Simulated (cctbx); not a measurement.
## ZnGe3P4: as given, inverted or twinned?

Space group I-42m (no. 121), a = 5.3780 Å, b = 5.3780 Å, c = 10.7140 Å, α = 90.00°, β = 90.00°, γ = 90.00°.

```
atom  mult.       x       y       z  Ueq (Å²)
 Ge1      4       0     1/2     1/4    0.0297
 Ge2      2     1/2     1/2       0    0.0297
 Zn1      2       0       0       0    0.0289
  P1      8  0.2474  0.2474  0.1206    0.0388
```

The model is made up (kin elements in a known structure type, no relaxation), so it says nothing on whether the phase exists.

Data sets are simulated with cctbx and refined with Bijvoet mates kept apart; Flack x is then fitted as the share of an inverted twin with the atoms fixed, Hooft y from the Bijvoet differences. The group is acentric but holds improper operations, so there is an absolute structure (orientation) and no hand.

Untwinned crystal. What Flack and Hooft values should come out?

| λ (Å) | extinction (unmodelled) | d min (Å) | top counts | error (%) | model | R1 | Flack x | s.u. | Hooft y | s.u. | pairs |
| --- | --- | --- | --- | --- | --- | --- | --- | --- | --- | --- | --- |
| 0.71073 | 0 | 0.77 | 40000 | 2 | as given | 0.0093 | 0.10 | 0.09 | 0.011 | 0.021 | 77 |
| 0.71073 | 0 | 0.77 | 40000 | 2 | inverted | 0.0341 | 0.91 | 0.09 | 1.002 | 0.021 | 77 |
| 1.54184 | 0.1 | 0.83 | 5000 | 3 | as given | 0.0126 | -1.10 | 0.6 | -0.343 | 0.507 | 60 |

With Mo Kα, x is within 3 s.u. of 0, so the absolute structure is right, though an s.u. above 0.04 can't exclude a small twin share. With Cu Kα, the s.u. is too large to fix the absolute structure. Inverting the model turns x into about 1 − x.

[Logs are printed without paths, hosts, clocks, repeated set-up lines and the standing remarks that a program may print on its own settings, such as how far it seeks lower states.]
